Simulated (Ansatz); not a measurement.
# What BiAs (model cell, started as NiAs type) distorts into, part 2 of 2

Wanted: the energy along a soft mode of BiAs (model cell, started as NiAs type) and the structure at the end.

Ansatz 0.2.0; DFT PBE, scalar-relativistic, plane waves, PAW.

So far, highest frequency on the path or at a solved wavevector (cm⁻¹): step 2 (phonons on a q mesh) 159. Also lowest frequency on the path (cm⁻¹): step 2 -113.

The structure was built from a prototype and need not be the compound's stable phase.

## Step 6: Relaxation from the frozen mode

Starting from the lowest point found, all atoms and the cell are let go, so that strain and other modes of the same symmetry can join in.

The input, input.yaml:

```yaml
crystal:
  lattice:
    - [4.1773176012, 0.0, 0.0]
    - [-2.0886588006, 3.6176631623, 0.0]
    - [0.0, 0.0, 7.4141078752]
  atoms:
    - { symbol: Bi, position: [0.0, 0.0, -0.0106381287] }
    - { symbol: Bi, position: [0.0, 0.0, 0.4893618713] }
    - { symbol: As, position: [0.3333333333, 0.6666666667, 0.2796731588] }
    - { symbol: As, position: [0.6666666667, 0.3333333333, 0.7796731588] }
kpoints:
  mp_grid: { grid: [12, 12, 6] }
hamiltonian:
  xc: pbe
scf:
  occupations: { method: methfessel_paxton, width: 0.2 }
output:
  forces: true
  stress: true
  eigenvalues: true
relax:
  adjacent_minimum: "off"
  f_tol: 0.002
  max_steps: 120
  cell: { stress_tol: 0.03 }
```

Launch:

```sh
ansatz run input.yaml --threads 4 --pin off --max-ram 7168MiB --backend cpu --events-out ev --progress --plain --runs-dir out
```

Numbers of over 12 decimals in the logs are rounded to 6 here.

The program printed:

```text
[...]
Crystal: 4 atoms, lattice volume = 112.043 Å³
Basis set: ecut = 420 eV, 2143 PW (Γ), exchange–correlation on 60×60×100 points (8 copies of the dense FFT grid, shifted against one another)
Bands: 36, of which v1, the nominal top of the filled ones, is band 30 counted from 1 (29 counted from 0)
Symmetry: 12 space group operations
[...]
k-points: 76 of 864 (time reversal used)
[...]
SCF iter   1: F=—  HF=-34505.166316 eV  |F-HF|=—  |Δ(HF+E_count)|=         —  Δρ=1.69e-3  dr2=3.68e-3  ethr=1.77e-3  ⟨swp⟩=6.3  Hψ=10763  notcnv=0
[...]
SCF iter   7: F=-34505.164721 eV  HF=-34505.164721 eV  |F-HF|=1.45e-8  |Δ(HF+E_count)|=   3.78e-7  S|Δr|=    0.00e0  Δρ=3.02e-6  dr2=1.37e-8  ethr=1.67e-10  ⟨swp⟩=8.2  Hψ=11122  notcnv=0
SCF 1 converged in 7 iterations: F = -34505.164721 eV  dr2 = 1.37e-8
[...]
relax step   1: F+E_penalty+E_count = -34505.16472148 eV  Δ(F+E_penalty+E_count) = +0.000e0 eV  max|allowed force component| = 9.971e-2 eV/Å  Δτ_max = 0.0000 Å  P = +2.149 GPa  Ω = 112.043 Å³  (7 SCF iters, dr2 threshold 1.00e-7 eV, accepted)
Crystal: 4 atoms, lattice volume = 119.157 Å³
Basis set: ecut = 420 eV, 2311 PW (Γ), exchange–correlation on 60×60×100 points (8 copies of the dense FFT grid, shifted against one another)
[...]
SCF iter   7: F=-34505.246107 eV  HF=-34505.246107 eV  |F-HF|=4.33e-8  |Δ(HF+E_count)|=   5.03e-7  S|Δr|=    0.00e0  Δρ=6.39e-6  dr2=8.38e-8  ethr=6.67e-10  ⟨swp⟩=6.0  Hψ=10874  notcnv=0
SCF 2 converged in 7 iterations: F = -34505.246107 eV  dr2 = 8.38e-8
relax step   2: F+E_penalty+E_count = -34505.24610719 eV  Δ(F+E_penalty+E_count) = -8.139e-2 eV  max|allowed force component| = 3.367e-1 eV/Å  Δτ_max = 0.0267 Å  P = -0.927 GPa  Ω = 119.157 Å³  energy of the carried Pulay correction = -1.262e-3 eV  (7 SCF iters, dr2 threshold 4.00e-7 eV, accepted)
Crystal: 4 atoms, lattice volume = 121.416 Å³
Basis set: ecut = 420 eV, 2337 PW (Γ), exchange–correlation on 60×60×100 points (8 copies of the dense FFT grid, shifted against one another)
[...]
SCF iter   7: F=-34505.304983 eV  HF=-34505.304982 eV  |F-HF|=9.67e-8  |Δ(HF+E_count)|=   9.75e-7  S|Δr|=    0.00e0  Δρ=6.19e-6  dr2=8.07e-8  ethr=6.67e-10  ⟨swp⟩=6.5  Hψ=12289  notcnv=0
SCF 3 converged in 7 iterations: F = -34505.304983 eV  dr2 = 8.07e-8
[...]
relax step   3: F+E_penalty+E_count = -34505.30498255 eV  Δ(F+E_penalty+E_count) = -5.888e-2 eV  max|allowed force component| = 1.500e-1 eV/Å  Δτ_max = 0.0434 Å  P = -0.692 GPa  Ω = 121.416 Å³  energy of the carried Pulay correction = -1.647e-3 eV  (7 SCF iters, dr2 threshold 4.00e-7 eV, accepted)
[...]
relax step   4: F+E_penalty+E_count = -34505.32435028 eV  Δ(F+E_penalty+E_count) = -1.937e-2 eV  max|allowed force component| = 2.713e-2 eV/Å  Δτ_max = 0.0307 Å  P = +0.558 GPa  Ω = 121.112 Å³  energy of the carried Pulay correction = -1.596e-3 eV  (6 SCF iters, dr2 threshold 4.00e-7 eV, accepted)
[...]
relax step   5: F+E_penalty+E_count = -34505.32832649 eV  Δ(F+E_penalty+E_count) = -3.976e-3 eV  max|allowed force component| = 5.144e-2 eV/Å  Δτ_max = 0.0011 Å  P = +0.060 GPa  Ω = 122.327 Å³  energy of the carried Pulay correction = -1.800e-3 eV  (5 SCF iters, dr2 threshold 4.00e-7 eV, accepted)
[...]
relax step   6: F+E_penalty+E_count = -34505.32896511 eV  Δ(F+E_penalty+E_count) = -6.386e-4 eV  max|allowed force component| = 1.260e-3 eV/Å  Δτ_max = 0.0029 Å  P = -0.025 GPa  Ω = 122.264 Å³  energy of the carried Pulay correction = -1.789e-3 eV  (4 SCF iters, dr2 threshold 1.65e-7 eV, accepted)
[...]
relax step   7: F+E_penalty+E_count = -34505.33415229 eV  Δ(F+E_penalty+E_count) = -5.187e-3 eV  max|allowed force component| = 2.211e-3 eV/Å  Δτ_max = 0.0000 Å  P = +0.045 GPa  Ω = 122.264 Å³  stress off target by 1.77e-1 GPa  SCF on the basis re-selected at this cell (its energy is not comparable with the rows above)  (8 SCF iters)
[...]
relax step   8: F+E_penalty+E_count = -34505.33458935 eV  Δ(F+E_penalty+E_count) = -4.371e-4 eV  max|allowed force component| = 4.755e-3 eV/Å  Δτ_max = 0.0025 Å  P = +0.012 GPa  Ω = 122.610 Å³  energy of the carried Pulay correction = -5.764e-5 eV  (5 SCF iters, dr2 threshold 7.82e-8 eV, accepted)
[...]
relax step   9: F+E_penalty+E_count = -34505.33467206 eV  Δ(F+E_penalty+E_count) = -8.272e-5 eV  max|allowed force component| = 2.904e-4 eV/Å  Δτ_max = 0.0022 Å  P = +0.001 GPa  Ω = 122.872 Å³  energy of the carried Pulay correction = -1.017e-4 eV  (5 SCF iters, dr2 threshold 1.01e-8 eV, accepted)
[...]
SCF iter   6: F=-34505.334775 eV  HF=-34505.334775 eV  |F-HF|=0.00e0  |Δ(HF+E_count)|=    0.00e0  S|Δr|=    0.00e0  Δρ=2.11e-8  dr2=9.44e-13  ethr=1.00e-12  ⟨swp⟩=6.1  Hψ=12955  notcnv=0
SCF 10 converged in 6 iterations: F = -34505.334775 eV  dr2 = 9.44e-13
relax step  10: F+E_penalty+E_count = -34505.33477530 eV  Δ(F+E_penalty+E_count) = -1.032e-4 eV  max|allowed force component| = 3.070e-4 eV/Å  Δτ_max = 0.0000 Å  P = +0.000 GPa  Ω = 122.872 Å³  stress off target by 1.06e-2 GPa  SCF on the basis re-selected at this cell (its energy is not comparable with the rows above)  (6 SCF iters)
[...]
SCF converged after 6 iterations
[...]
Free energy (F): -34505.334775 eV
[...]
Internal energy: -34505.336394 eV  (E = F + TS)
E sigma→0 (E₀):  -34505.335180 eV
Entropy (-TS):   0.001618 eV (0.405 meV/atom)
Fermi energy:    9.062834 eV
[...]
--- Forces (eV/Å), atoms counted from 1 ---
  atom   1  Bi    -0.00000000     0.00000000    -0.00030696
  atom   2  Bi     0.00000000     0.00000000    -0.00030696
  atom   3  As    -0.00000000    -0.00000000     0.00030696
  atom   4  As     0.00000000    -0.00000000     0.00030696
  max |Σ_I F_I| component: 8.04e-9 eV/Å
--- Stress (GPa, compression-positive) ---
       -0.004599      -0.000000       0.000000
       -0.000000      -0.004599       0.000000
        0.000000       0.000000       0.010551
  P = ⅓ Tr σ = 0.0005 GPa (0.005 kbar)
--- Band table (eV; the first three rows and the last of 76) ---
  k-point 0: bands = [... 26 lower, 7.8047, 8.2676, 8.2676, 8.4641, 10.1602, 10.9550, 10.9691, 10.9691, ... 2 higher]
  k-point 1: bands = [... 26 lower, 7.8324, 8.2325, 8.2325, 8.3269, 10.2809, 10.9611, 10.9979, 10.9979, ... 2 higher]
  k-point 2: bands = [... 26 lower, 7.9101, 7.9988, 8.1403, 8.1403, 10.5431, 10.9337, 11.0778, 11.0778, ... 2 higher]
  k-point 75: bands = [... 26 lower, 6.3394, 6.3394, 6.7439, 6.7439, 9.3483, 9.3483, 12.7166, 12.7166, ... 2 higher]
--- Relaxed structure (8 steps of the walk, 8 accepted, 2 SCFs on fresh bases) ---
  F+E_penalty+E_count = -34505.33477530 eV   max|allowed force component| = 3.070e-4 eV/Å   (the final SCF, on the basis selected at the relaxed cell)
  cell:  # Å, volume = 122.8724 Å³
    - [4.113574, 0, 0.0]
    - [-2.056787, 3.562459, 0]
    - [0, 0, 8.384651]
  atoms:
    - { symbol: Bi, position: [0, 0, -0.024635] }
    - { symbol: Bi, position: [0, 0, 0.475365] }
    - { symbol: As, position: [0.333333, 0.666667, 0.293670] }
    - { symbol: As, position: [0.666667, 0.333333, 0.793670] }
```

Elapsed: 63 s, on 4 threads of Arm Neoverse V2, shared host; peak memory 0.6 GiB.

Step by step:

```
step  energy less that of the first step (eV)  largest force component (eV/Å)  pressure (GPa)  volume (Å³)
   1                                   0.0000                          0.0997            2.15       112.04
   2                                  -0.0814                          0.3367           -0.93       119.16
   3                                  -0.1403                          0.1500           -0.69       121.42
   4                                  -0.1596                          0.0271            0.56       121.11
   5                                  -0.1636                          0.0514            0.06       122.33
   6                                  -0.1642                          0.0013           -0.02       122.26
  7*                                  -0.1694                          0.0022            0.05       122.26
   8                                  -0.1699                          0.0048            0.01       122.61
   9                                  -0.1700                          0.0003            0.00       122.87
 10*                                  -0.1701                          0.0003            0.00       122.87
```

Relaxation steps marked * repeat the geometry before them on a plane-wave basis chosen anew for their cell, so energy and pressure can jump there.

Forces are held to the 12 operations that the run works with; a distortion that breaks them can't arise in this run.

```
     cell as run  before  after   change
           a (Å)   4.177  4.114   -1.5 %
           b (Å)   4.177  4.114   -1.5 %
           c (Å)   7.414  8.385  +13.1 %
volume (Å³/atom)   28.01  30.72   +9.7 %
```

The atoms that moved most (Å, as changes of fractional coordinates times the final cell):

```
atom     dx     dy      dz  length
 As4  0.000  0.000   0.117   0.117
 Bi1  0.000  0.000  -0.117   0.117
 Bi2  0.000  0.000  -0.117   0.117
 As3  0.000  0.000   0.117   0.117
```

Numbers from this step:

| Item | Value |
| --- | --- |
| pressure | 4.51e-4 GPa |
| volume per atom | 30.72 Å³ |

The distorted start has space group P6_3mc; the relaxation ends in P6_3mc.

## Step 7: The new phase in its own primitive cell

The relaxed structure is symmetrised, reduced to its primitive cell and relaxed tightly, as its phonons need.

input.yaml, the sections that differ from step 6:

```yaml
crystal:
  lattice:
    - [4.1135737334, 0.0, 0.0]
    - [-2.0567868667, 3.5624593535, 0.0]
    - [0.0, 0.0, 8.3846508211]
  atoms:
    - { symbol: Bi, position: [0.0, 0.0, 0.9753649772] }
    - { symbol: Bi, position: [0.0, 0.0, 0.4753649772] }
    - { symbol: As, position: [0.3333333333, 0.6666666667, 0.2936700529] }
    - { symbol: As, position: [0.6666666667, 0.3333333333, 0.7936700529] }
relax:
  adjacent_minimum: "off"
  f_tol: 0.001
  max_steps: 60
  cell: { stress_tol: 0.01 }
# kpoints, hamiltonian, scf, output: as in step 6
```

The program printed:

```text
[...]
Crystal: 4 atoms, lattice volume = 122.872 Å³
Basis set: ecut = 420 eV, 2369 PW (Γ), exchange–correlation on 60×60×120 points (8 copies of the dense FFT grid, shifted against one another)
Bands: 36, of which v1, the nominal top of the filled ones, is band 30 counted from 1 (29 counted from 0)
Symmetry: 12 space group operations
[...]
--- Relaxed structure (4 steps of the walk, 3 accepted, 1 SCFs on fresh bases) ---
[...]
cell:  # Å, volume = 122.9073 Å³
    - [4.113050, 0.0, 0.0]
    - [-2.056525, 3.562006, 0]
    - [0, 0.0, 8.389172]
  atoms:
    - { symbol: Bi, position: [0, 0, 0.975323] }
    - { symbol: Bi, position: [0, 0, 0.475323] }
    - { symbol: As, position: [0.333333, 0.666667, 0.293712] }
    - { symbol: As, position: [0.666667, 0.333333, 0.793712] }
[key lines of the parts left out:]
SCF converged after 5 iterations
Free energy (F): -34505.334775 eV
Fermi energy:    9.059299 eV
P = ⅓ Tr σ = 0.0000 GPa (0.000 kbar)
```

It took 32 s on 4 threads; peak memory 0.61 GiB; 2.1 min of CPU time.

Little changed from the start: no atom moved by 0.005 Å and no cell edge by 0.1 %.

This step gave:

```yaml
pressure: 2.93e-6 GPa
volume_per_atom: 30.73 Å³
```

The largest force component left is 0.084 meV/Å and the pressure is 0.000 GPa, within the tolerances set. The cell now holds 30.73 Å³/atom.

## Step 8: Modes of the new phase

A relaxed structure may still be a saddle point, so its zone-centre modes are computed. No field response is asked, since the mesh shows no gap.

input.yaml, the sections that differ from step 7:

```yaml
crystal:
  lattice:
    - [4.1130498508, 0.0, 0.0]
    - [-2.0565249254, 3.5620056579, 0.0]
    - [0.0, 0.0, 8.3891721626]
  atoms:
    - { symbol: Bi, position: [0.0, 0.0, 0.9753229405] }
    - { symbol: Bi, position: [0.0, 0.0, 0.4753229405] }
    - { symbol: As, position: [0.3333333333, 0.6666666667, 0.2937120896] }
    - { symbol: As, position: [0.6666666667, 0.3333333333, 0.7937120896] }
output:
  eigenvalues: true
phonons:
  method: dfpt
# kpoints, hamiltonian, scf: as in step 7
# relax: removed
```

The program printed:

```text
[...]
Crystal: 4 atoms, lattice volume = 122.907 Å³
Basis set: ecut = 420 eV, 2369 PW (Γ), exchange–correlation on 60×60×120 points (8 copies of the dense FFT grid, shifted against one another)
Bands: 36, of which v1, the nominal top of the filled ones, is band 30 counted from 1 (29 counted from 0)
Symmetry: 12 space group operations
k-points: 242 of 864 (irreducible under 2 space group operations, time reversal used)
[...]
SCF iter   1: F=—  HF=-34505.335518 eV  |F-HF|=—  |Δ(HF+E_count)|=         —  Δρ=1.53e-3  dr2=4.04e-3  ethr=1.77e-3  ⟨swp⟩=6.4  Hψ=34901  notcnv=0
[...]
SCF iter   9: F=-34505.334775 eV  HF=-34505.334775 eV  |F-HF|=1.46e-11  |Δ(HF+E_count)|=  3.64e-11  S|Δr|=    0.00e0  Δρ=4.72e-8  dr2=3.13e-12  ethr=1.00e-12  ⟨swp⟩=10.3  Hψ=46951  notcnv=0
SCF 1 converged in 9 iterations: F = -34505.334775 eV  dr2 = 3.13e-12
[...]
DFPT response loops at Γ: preconditioner auto → Kerker (q_TF=auto, 2.421 Å⁻¹) (partly filled bands, converged f_vac=0.029); β = 1.00, the filter's whole step (`scf.mixing.beta` (0.50) is not read by the response loops under this deck's `scf.mixing.preconditioner`; to damp them name `kerker` or `kerker_dos`, under which they read `scf.mixing.beta`, and type it under 1.00, their step now; both keys bind the ground state too); Broyden in place of MSR1
SCF converged after 9 iterations
[...]
Free energy (F): -34505.334775 eV
[...]
Internal energy: -34505.336376 eV  (E = F + TS)
E sigma→0 (E₀):  -34505.335175 eV
Entropy (-TS):   0.001601 eV (0.400 meV/atom)
Fermi energy:    9.059299 eV
[...]
--- Band table (eV; the first three rows and the last of 242) ---
  k-point 0: bands = [... 26 lower, 7.8032, 8.2644, 8.2644, 8.4623, 10.1569, 10.9486, 10.9676, 10.9676, ... 2 higher]
  k-point 1: bands = [... 26 lower, 7.8308, 8.2295, 8.2295, 8.3249, 10.2773, 10.9547, 10.9963, 10.9963, ... 2 higher]
  k-point 2: bands = [... 26 lower, 7.9082, 7.9963, 8.1376, 8.1376, 10.5388, 10.9275, 11.0761, 11.0761, ... 2 higher]
  k-point 241: bands = [... 26 lower, 5.7903, 5.7903, 7.4144, 7.4144, 9.8000, 9.8000, 12.1668, 12.1668, ... 2 higher]
--- Phonons (Γ-DFPT): 4 representative perturbations + reference, on 242 of 864 k-points (Σ response iterations 12) ---
  k mesh reduced under 2 symmetry operations, with k and −k counted as one. Each operation leaves every solved perturbation unchanged. A smaller set is not used because it would not reduce the number of displacements times k-points to solve
  ASR residual: 1.402e-4 → 0.000e0 eV/Å²; symmetrization residual: 5.389e-5 eV/Å²
  ASR residual per site (eV/Å²): 4.87e-5 4.87e-5 1.40e-4 1.40e-4
[...]
non-analytic LO–TO correction: not included (Born effective charges unavailable; polar crystals: no LO–TO splitting at Γ)
```

Elapsed: 2.1 min, on 4 threads; peak memory 3.5 GiB.

Numbers from this step:

- sum-rule residual before enforcement: 1.40e-4 eV/Å²
- point group: 6mm
- highest optical mode at the zone centre (no LO-TO term): 191.3 cm⁻¹
- lowest optical zone-centre mode: 25.64 cm⁻¹

Patterns of degenerate modes are one choice out of their space. The modes at Γ (shares of kinetic energy by element, %):

```
mode  frequency (cm⁻¹)  symmetry  Bi %  As %
   1               0.0  acoustic    74    26
   2               0.0  acoustic    74    26
   3               0.0  acoustic    74    26
   4              25.6        E2    77    23
   5              25.6        E2    77    23
   6              60.0        B1    75    25
   7             152.1        E1    26    74
   8             152.1        E1    26    74
   9             157.7        E2    23    77
  10             157.7        E2    23    77
  11             179.2        A1    26    74
  12             191.3        B1    25    75
```

Displacements in mode 5 (25.6 cm⁻¹), the largest set to 1:
```
Bi1  1.00  0.58  0.00
Bi2 -1.00 -0.58  0.00
As3 -0.90 -0.53  0.00
As4  0.90  0.53  0.00
```

Displacements in mode 11 (179.2 cm⁻¹), the largest set to 1:
```
Bi1  0.00  0.00 -0.36
Bi2  0.00  0.00 -0.36
As3  0.00  0.00  1.00
As4  0.00  0.00  1.00
```

Before it was imposed, the acoustic sum rule was missed by 1.4e-4 eV/Å². Small misses are needed for a sound result but don't prove that mesh and cutoff are converged. The lowest optical mode is real, 25.6 cm⁻¹.

## Step 9: Summary of results

| Item | Value |
| --- | --- |
| unstable mode of the parent | q = (0, 0, 0), 113i cm⁻¹ |
| depth at the lowest point sampled | 30.9 meV/atom |
| largest atomic shift at that point | 0.22 Å |
| space group reached (within 0.01 Å) | P6_3mc |
| energy gained over the parent (first relaxation, on the mesh of the frozen mode) | 73.1 meV/atom |
| volume per atom, phase reached | 30.7 Å³ |
| lowest optical zone-centre mode, phase reached | 25.6 cm⁻¹ |
| highest optical mode at the zone centre (no LO-TO term), phase reached | 191 cm⁻¹ |

In words: Along this mode the structure falls into P6_3mc, 73.1 meV/atom below the parent. At the parent's cell the well is 30.91 meV/atom deep on the steps tried, with its lowest point at a shift of 0.22 Å. Relaxing atoms and cell changes the gain by +42.18 meV/atom against the lowest step (energies at zero smearing). The new phase has no imaginary mode at the zone centre of its cell; other wavevectors were not checked. Of the 2 patterns followed to their end from this parent, this one reaches the lowest energy. Each path keeps the symmetry of its pattern, so a lower phase may lie along a pattern not tried. The q mesh stands for a supercell only 8.4 Å across, so branches between the solved wavevectors are rough. With no gap, or one that is small against the smearing, the frequencies hang on the k mesh and the smearing, most of all near Kohn anomalies. Spin-orbit coupling is left out, which can matter for the heavy elements here. A phonon run warned that its eigensolver left some bands unconverged in a pass. The starting cell was built on a prototype and not taken from a measurement, so the phase need not exist.

[Logs are printed without paths, hosts, clocks, repeated set-up lines and the standing remarks that a program may print on its own settings, such as how far it seeks lower states.]

[Hosts, paths, dates, database ids (printed as entryN), source tags and the programs' standing remarks are cut or masked in the printed files.]
